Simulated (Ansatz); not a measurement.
# LiZnF3 (model cell, started as cubic perovskite with Zn in the octahedra): a soft mode frozen in, part 2 of 3

Which phase does LiZnF3 (model cell, started as cubic perovskite with Zn in the octahedra) fall into along its unstable mode, and how much energy does it gain?

Ansatz 0.2.0; DFT PBEsol, scalar-relativistic, plane waves, PAW; PAW set soft_1.

So far, highest frequency on the path or at a solved wavevector (cm⁻¹): step 2 (the dispersion) 579. Also lowest frequency on the path (cm⁻¹): step 2 -231.

The structure was built from a prototype and need not be the compound's stable phase.

### 5. Energy along the mode, all amplitudes (two of the runs are shown above)

An imaginary frequency means negative curvature, so the energy should fall and then rise again as anharmonic terms take over.

Numbers from this step:

* depth at the lowest point sampled: 50.21 meV/atom
* largest atomic shift at that point: 0.6 Å

Energy from the parent against largest atomic shift:

```csv
largest atomic shift (Å),energy from the parent (meV/atom)
0.000,0
0.040,-0.276
0.080,-1.10
0.140,-3.34
0.220,-8.12
0.320,-16.7
0.450,-31.1
0.600,-50.2
```

Displacement at unit largest shift by atom:

```csv
atom,x (Å),y (Å),z (Å),size
Li1,0.00,1.00,0.00,1.00
Zn2,0.00,0.03,0.00,0.03
F3,0.00,-0.22,0.00,0.22
F4,0.00,-0.02,0.00,0.02
F5,0.00,-0.22,0.00,0.22
```

The lowest of the steps tried is the last one, at 0.6 Å, 50.2 meV/atom below the parent; the bottom of the well need not coincide with a step.

### 6. Relaxing from the distorted cell

Starting from the lowest point found, all atoms and the cell are let go, so that strain and other modes of the same symmetry can join in.

Input file input.yaml:

```yaml
crystal:
  lattice:
    - [3.9677040432, 0.0, 0.0]
    - [0.0, 3.9677040432, 0.0]
    - [0.0, 0.0, 3.9677040432]
  atoms:
    - { symbol: Li, position: [0.0, 0.1512209564, 0.0] }
    - { symbol: Zn, position: [0.5, 0.5039821102, 0.5] }
    - { symbol: F, position: [0.5, 0.4672449135, 0.0] }
    - { symbol: F, position: [0.5, -0.0034337163, 0.5] }
    - { symbol: F, position: [0.0, 0.4672449135, 0.5] }
kpoints:
  mp_grid: { grid: [8, 8, 8] }
hamiltonian:
  xc: pbesol
  pseudopotentials: { kind: paw, azcp: { folder: soft_1 }, xc_functional: pbe }
scf:
  occupations: { method: fixed }
output:
  forces: true
  stress: true
  eigenvalues: true
relax:
  adjacent_minimum: "off"
  f_tol: 0.002
  max_steps: 120
  cell: { stress_tol: 0.03 }
```

Run with:

```
> ansatz run input.yaml --threads 4 --pin off --max-ram 16384MiB --backend cpu --events-out ev --progress --plain --runs-dir out
```

Numbers of over 12 decimals in the logs are rounded to 6 here.

What it wrote:

```text
[...]
Crystal: 5 atoms, lattice volume = 62.462 Å³
Basis set: ecut = 420 eV, 1213 PW (Γ), exchange–correlation on 54×54×54 points (8 copies of the dense FFT grid, shifted against one another)
Bands: 23, of which v1, the nominal top of the filled ones, is band 18 counted from 1 (17 counted from 0)
Symmetry: 8 space group operations
[...]
k-points: 75 of 512 (time reversal used)
[...]
SCF iter   1: F=—  HF=-5893.476473 eV  |F-HF|=—  |Δ(HF+E_count)|=         —  Δρ=1.82e-1  dr2=1.25e1  ethr=3.10e-3  ⟨swp⟩=4.3  Hψ=8060  notcnv=0  defer=185
[...]
SCF iter  11: F=-5888.692250 eV  HF=-5888.692250 eV  |F-HF|=1.49e-8  |Δ(HF+E_count)|=   1.29e-7  Δρ=2.45e-6  dr2=3.40e-9  ethr=2.78e-10  ⟨swp⟩=10.3  Hψ=8990  notcnv=0
SCF 1 converged in 11 iterations: F = -5888.692250 eV  dr2 = 3.40e-9
[...]
relax step   1: F+E_penalty+E_count = -5888.69224978 eV  Δ(F+E_penalty+E_count) = +0.000e0 eV  max|allowed force component| = 5.124e-1 eV/Å  Δτ_max = 0.0000 Å  P = +0.373 GPa  Ω = 62.462 Å³  (11 SCF iters, dr2 threshold 1.00e-7 eV, accepted)
Crystal: 5 atoms, lattice volume = 63.114 Å³
Basis set: ecut = 420 eV, 1237 PW (Γ), exchange–correlation on 54×54×54 points (8 copies of the dense FFT grid, shifted against one another)
[...]
iter 1 solved again at ethr=1.39e-4 eV; its pass at ethr=3.10e-3 eV (dr2=4.99e-2 eV) is discarded
[...]
SCF iter   8: F=-5888.789853 eV  HF=-5888.789853 eV  |F-HF|=2.71e-7  |Δ(HF+E_count)|=   2.07e-6  Δρ=1.17e-5  dr2=9.81e-8  ethr=1.39e-9  ⟨swp⟩=9.3  Hψ=8555  notcnv=0
SCF 2 converged in 8 iterations: F = -5888.789853 eV  dr2 = 9.81e-8
relax step   2: F+E_penalty+E_count = -5888.78985348 eV  Δ(F+E_penalty+E_count) = -9.760e-2 eV  max|allowed force component| = 4.448e-1 eV/Å  Δτ_max = 0.1570 Å  P = -0.134 GPa  Ω = 63.114 Å³  energy of the carried Pulay correction = -1.788e-3 eV  (8 SCF iters, dr2 threshold 5.00e-7 eV, accepted)
Crystal: 5 atoms, lattice volume = 62.961 Å³
[...]
SCF iter   9: F=-5888.889108 eV  HF=-5888.889108 eV  |F-HF|=1.57e-7  |Δ(HF+E_count)|=   4.06e-7  Δρ=6.68e-6  dr2=3.93e-8  ethr=1.39e-9  ⟨swp⟩=6.7  Hψ=7546  notcnv=0
SCF 3 converged in 9 iterations: F = -5888.889108 eV  dr2 = 3.93e-8
[...]
relax step   3: F+E_penalty+E_count = -5888.88910828 eV  Δ(F+E_penalty+E_count) = -9.925e-2 eV  max|allowed force component| = 6.802e-1 eV/Å  Δτ_max = 0.2000 Å  P = +0.138 GPa  Ω = 62.961 Å³  energy of the carried Pulay correction = -1.370e-3 eV  (9 SCF iters, dr2 threshold 5.00e-7 eV, accepted)
[... from here on, the SCF cycles and remarks between the steps are left out ...]
relax step   4: F+E_penalty+E_count = -5888.93062227 eV  Δ(F+E_penalty+E_count) = -4.151e-2 eV  max|allowed force component| = 2.070e-1 eV/Å  Δτ_max = 0.1942 Å  P = +0.936 GPa  Ω = 63.324 Å³  energy of the carried Pulay correction = -2.358e-3 eV  (9 SCF iters, dr2 threshold 5.00e-7 eV, accepted)
relax step   5: F+E_penalty+E_count = -5888.93265995 eV  Δ(F+E_penalty+E_count) = -2.038e-3 eV  max|allowed force component| = 7.552e-2 eV/Å  Δτ_max = 0.0105 Å  P = -0.285 GPa  Ω = 64.163 Å³  energy of the carried Pulay correction = -4.624e-3 eV  (6 SCF iters, dr2 threshold 5.00e-7 eV, accepted)
relax step   6: F+E_penalty+E_count = -5888.93437185 eV  Δ(F+E_penalty+E_count) = -1.712e-3 eV  max|allowed force component| = 2.918e-2 eV/Å  Δτ_max = 0.0132 Å  P = -0.180 GPa  Ω = 64.099 Å³  energy of the carried Pulay correction = -4.453e-3 eV  (6 SCF iters, dr2 threshold 5.00e-7 eV, accepted)
relax step   7: F+E_penalty+E_count = -5888.93620624 eV  Δ(F+E_penalty+E_count) = -1.834e-3 eV  max|allowed force component| = 5.948e-3 eV/Å  Δτ_max = 0.0629 Å  P = +0.076 GPa  Ω = 64.090 Å³  energy of the carried Pulay correction = -4.427e-3 eV  (7 SCF iters, dr2 threshold 4.51e-7 eV, accepted)
relax step   8: F+E_penalty+E_count = -5888.93566676 eV  Δ(F+E_penalty+E_count) = +5.395e-4 eV  max|allowed force component| = 2.705e-2 eV/Å  Δτ_max = 0.0203 Å  P = -0.078 GPa  Ω = 64.268 Å³  energy of the carried Pulay correction = -4.906e-3 eV  (7 SCF iters, dr2 threshold 9.71e-8 eV, rejected (line search))
relax step   9: F+E_penalty+E_count = -5888.93605486 eV  Δ(F+E_penalty+E_count) = +1.514e-4 eV  max|allowed force component| = 4.269e-3 eV/Å  Δτ_max = 0.0101 Å  P = +0.001 GPa  Ω = 64.174 Å³  energy of the carried Pulay correction = -4.653e-3 eV  (10 SCF iters, accepted)
relax step  10: F+E_penalty+E_count = -5888.93602283 eV  Δ(F+E_penalty+E_count) = +3.203e-5 eV  max|allowed force component| = 2.072e-3 eV/Å  Δτ_max = 0.0016 Å  P = -0.008 GPa  Ω = 64.187 Å³  energy of the carried Pulay correction = -4.690e-3 eV  (7 SCF iters, dr2 threshold 1.14e-9 eV, accepted)
relax step  11: F+E_penalty+E_count = -5888.93603917 eV  Δ(F+E_penalty+E_count) = -1.634e-5 eV  max|allowed force component| = 4.984e-5 eV/Å  Δτ_max = 0.0002 Å  P = -0.000 GPa  Ω = 64.181 Å³  energy of the carried Pulay correction = -4.674e-3 eV  (6 SCF iters, dr2 threshold 2.68e-10 eV, accepted)
relax step  12: F+E_penalty+E_count = -5888.94190886 eV  Δ(F+E_penalty+E_count) = -5.870e-3 eV  max|allowed force component| = 2.106e-4 eV/Å  Δτ_max = 0.0000 Å  P = +0.162 GPa  Ω = 64.181 Å³  stress off target by 2.05e-1 GPa  SCF on the basis re-selected at this cell (its energy is not comparable with the rows above)  (8 SCF iters)
relax step  13: F+E_penalty+E_count = -5888.94156660 eV  Δ(F+E_penalty+E_count) = +3.423e-4 eV  max|allowed force component| = 3.860e-3 eV/Å  Δτ_max = 0.0106 Å  P = -0.019 GPa  Ω = 64.352 Å³  energy of the carried Pulay correction = -4.671e-4 eV  (6 SCF iters, dr2 threshold 1.05e-7 eV, accepted)
relax step  14: F+E_penalty+E_count = -5888.94157888 eV  Δ(F+E_penalty+E_count) = -1.228e-5 eV  max|allowed force component| = 2.371e-4 eV/Å  Δτ_max = 0.0038 Å  P = -0.001 GPa  Ω = 64.351 Å³  energy of the carried Pulay correction = -4.626e-4 eV  (7 SCF iters, dr2 threshold 9.31e-10 eV, accepted)
[...]
SCF iter   6: F=-5888.941992 eV  HF=-5888.941992 eV  |F-HF|=7.73e-11  |Δ(HF+E_count)|=  4.73e-10  Δρ=1.94e-7  dr2=1.06e-11  ethr=1.00e-12  ⟨swp⟩=11.0  Hψ=10553  notcnv=0
SCF 15 converged in 6 iterations: F = -5888.941992 eV  dr2 = 1.06e-11
relax step  15: F+E_penalty+E_count = -5888.94199158 eV  Δ(F+E_penalty+E_count) = -4.127e-4 eV  max|allowed force component| = 2.157e-4 eV/Å  Δτ_max = 0.0000 Å  P = +0.004 GPa  Ω = 64.351 Å³  stress off target by 1.08e-2 GPa  SCF on the basis re-selected at this cell (its energy is not comparable with the rows above)  (6 SCF iters)
[...]
SCF converged after 6 iterations
Free energy (F): -5888.941992 eV
[...]
Internal energy: -5888.941992 eV  (E = F + TS)
E sigma→0 (E₀):  -5888.941992 eV
Fermi energy:    1.919955 eV
[...]
--- Forces (eV/Å), atoms counted from 1 ---
  atom   1  Li    -0.00000000     0.00021343     0.00000000
  atom   2  Zn     0.00000000    -0.00021455    -0.00000000
  atom   3  F     -0.00000000     0.00008904     0.00000000
  atom   4  F     -0.00000000    -0.00017109    -0.00000000
  atom   5  F      0.00000000     0.00008904    -0.00000000
  max |Σ_I F_I| component: 5.87e-6 eV/Å
--- Stress (GPa, compression-positive) ---
        0.010772       0.000000       0.000000
        0.000000      -0.008134       0.000000
        0.000000       0.000000       0.010772
  P = ⅓ Tr σ = 0.0045 GPa (0.045 kbar)
--- Band table (eV; the first three rows and the last of 75) ---
  k-point 0: bands = [... 14 lower, -0.5479, -0.2563, 0.2805, 0.2805, 5.2813, 9.7464, 13.4351, 14.1805, ... 1 higher]
  k-point 1: bands = [... 14 lower, -0.5071, -0.2734, 0.2555, 0.2824, 5.5552, 9.8508, 13.3238, 13.6905, ... 1 higher]
  k-point 2: bands = [... 14 lower, -0.4199, -0.3071, 0.1942, 0.2868, 6.2853, 9.9972, 12.6829, 13.5526, ... 1 higher]
  k-point 74: bands = [... 14 lower, 0.6414, 0.6414, 1.3239, 1.9200, 9.1148, 10.8689, 10.8689, 11.6490, ... 1 higher]
--- Relaxed structure (13 steps of the walk, 12 accepted, 2 SCFs on fresh bases) ---
  F+E_penalty+E_count = -5888.94199158 eV   max|allowed force component| = 2.157e-4 eV/Å   (the final SCF, on the basis selected at the relaxed cell)
  cell:  # Å, volume = 64.3506 Å³
    - [4.034025, 0, 0]
    - [0, 3.954351, 0.0]
    - [0, 0.0, 4.034025]
  atoms:
    - { symbol: Li, position: [0, 0.315859, 0.0] }
    - { symbol: Zn, position: [0.500000, 0.470476, 0.500000] }
    - { symbol: F, position: [0.500000, 0.420904, 0] }
    - { symbol: F, position: [0.500000, -0.041884, 0.500000] }
    - { symbol: F, position: [0, 0.420904, 0.500000] }
```

It took 42 s on 4 threads of Intel Xeon Platinum 8375C at 2.90GHz (Ice Lake), shared host; peak memory 0.55 GiB; 2.6 min of CPU time.

Step by step:

```csv
step,energy less that of the first step (eV),largest force component (eV/Å),pressure (GPa),volume (Å³)
1,0.0000,0.5124,0.37,62.46
2,-0.0976,0.4448,-0.13,63.11
3,-0.1969,0.6802,0.14,62.96
4,-0.2384,0.2070,0.94,63.32
5,-0.2404,0.0755,-0.29,64.16
6,-0.2421,0.0292,-0.18,64.10
7,-0.2440,0.0059,0.08,64.09
8,-0.2434,0.0271,-0.08,64.27
9,-0.2438,0.0043,0.00,64.17
10,-0.2438,0.0021,-0.01,64.19
11,-0.2438,0.0001,0.00,64.18
12*,-0.2497,0.0002,0.16,64.18
13,-0.2493,0.0039,-0.02,64.35
14,-0.2493,0.0002,0.00,64.35
15*,-0.2497,0.0002,0.00,64.35
```

Relaxation steps marked * repeat the geometry before them on a plane-wave basis chosen anew for their cell, so energy and pressure can jump there. Relaxation step 8 was tried and not accepted.

Forces are held to the 8 operations that the run works with; a distortion that breaks them can't arise in this run.

```csv
"conventional cell, symmetrised",before,after,change
a (Å),3.968,4.034,+1.7 %
b (Å),3.968,4.034,+1.7 %
c (Å),3.968,3.954,-0.3 %
volume (Å³/atom),12.49,12.87,+3.0 %
```

The atoms that moved most (Å, as changes of fractional coordinates times the final cell):

```csv
atom,dx,dy,dz,length
Li1,0.000,0.651,0.000,0.651
F3,0.000,-0.183,0.000,0.183
F5,0.000,-0.183,0.000,0.183
F4,0.000,-0.152,0.000,0.152
Zn2,0.000,-0.132,0.000,0.132
```

Final coordinates:

```xyz
5
Lattice="4.0340 0.0000 0.0000 0.0000 3.9544 0.0000 0.0000 0.0000 4.0340" Properties=species:S:1:pos:R:3 pbc="T T T"
Li    0.0000    1.2490    0.0000
Zn    2.0170    1.8604    2.0170
F     2.0170    1.6644    0.0000
F     2.0170   -0.1656    2.0170
F     0.0000    1.6644    2.0170
```

Numbers from this step:

```yaml
pressure: 0.004470 GPa
gap_on_the_k_mesh: 3.361 eV
volume_per_atom: 12.87 Å³
```

The distorted start has space group P4mm; the relaxation ends in P4mm.

### 7. The new phase in its own primitive cell

The relaxed structure is symmetrised, reduced to its primitive cell and relaxed tightly, as its phonons need.

input.yaml, the sections that differ from step 6:

```yaml
crystal:
  lattice:
    - [4.0340254606, 0.0, 0.0]
    - [0.0, 4.0340254606, 0.0]
    - [0.0, 0.0, 3.9543508388]
  atoms:
    - { symbol: Li, position: [0.0, 0.0, 0.6841409516] }
    - { symbol: Zn, position: [0.5, 0.5, 0.5295243052] }
    - { symbol: F, position: [0.5, 0.0, 0.5790957429] }
    - { symbol: F, position: [0.5, 0.5, 0.0418840801] }
    - { symbol: F, position: [0.0, 0.5, 0.5790957429] }
kpoints:
  mp_grid: { grid: [6, 6, 6] }
relax:
  adjacent_minimum: "off"
  f_tol: 0.001
  max_steps: 60
  cell: { stress_tol: 0.01 }
# hamiltonian, scf, output: as in step 6
```

What it wrote:

```text
[...]
Crystal: 5 atoms, lattice volume = 64.351 Å³
Basis set: ecut = 420 eV, 1261 PW (Γ), exchange–correlation on 54×54×54 points (8 copies of the dense FFT grid, shifted against one another)
Bands: 23, of which v1, the nominal top of the filled ones, is band 18 counted from 1 (17 counted from 0)
Symmetry: 8 space group operations
[...]
k-points: 40 of 216 (time reversal used)
[...]
--- Relaxed structure (2 steps of the walk, 2 accepted, 1 SCFs on fresh bases) ---
[...]
cell:  # Å, volume = 64.3526 Å³
    - [4.034122, 0.0, 0]
    - [0.0, 4.034122, 0.0]
    - [0, 0.0, 3.954288]
  atoms:
    - { symbol: Li, position: [0, 0.0, 0.684111] }
    - { symbol: Zn, position: [0.5, 0.5, 0.529540] }
    - { symbol: F, position: [0.5, 0.0, 0.579096] }
    - { symbol: F, position: [0.5, 0.5, 0.041899] }
    - { symbol: F, position: [0, 0.5, 0.579096] }
[key lines of the parts left out:]
SCF converged after 8 iterations
Free energy (F): -5888.941951 eV
Fermi energy:    1.919679 eV
P = ⅓ Tr σ = 0.0024 GPa (0.024 kbar)
```

Run time: 5.4 s. Hardware: 4 threads; peak memory 0.49 GiB.

Little changed from the start: no atom moved by 0.005 Å and no cell edge by 0.1 %.

This step gave:

- pressure: 0.002429 GPa
- direct gap on mesh: 5.001 eV

The largest force component left is 0.56 meV/Å and the pressure is 0.002 GPa, within the tolerances set. The cell now holds 12.87 Å³/atom.

(Continued in part 3 of 3.)

[Logs are printed without paths, hosts, clocks, repeated set-up lines and the standing remarks that a program may print on its own settings, such as how far it seeks lower states.]

[Hosts, paths, dates, database ids (printed as entryN), source tags and the programs' standing remarks are cut or masked in the printed files.]
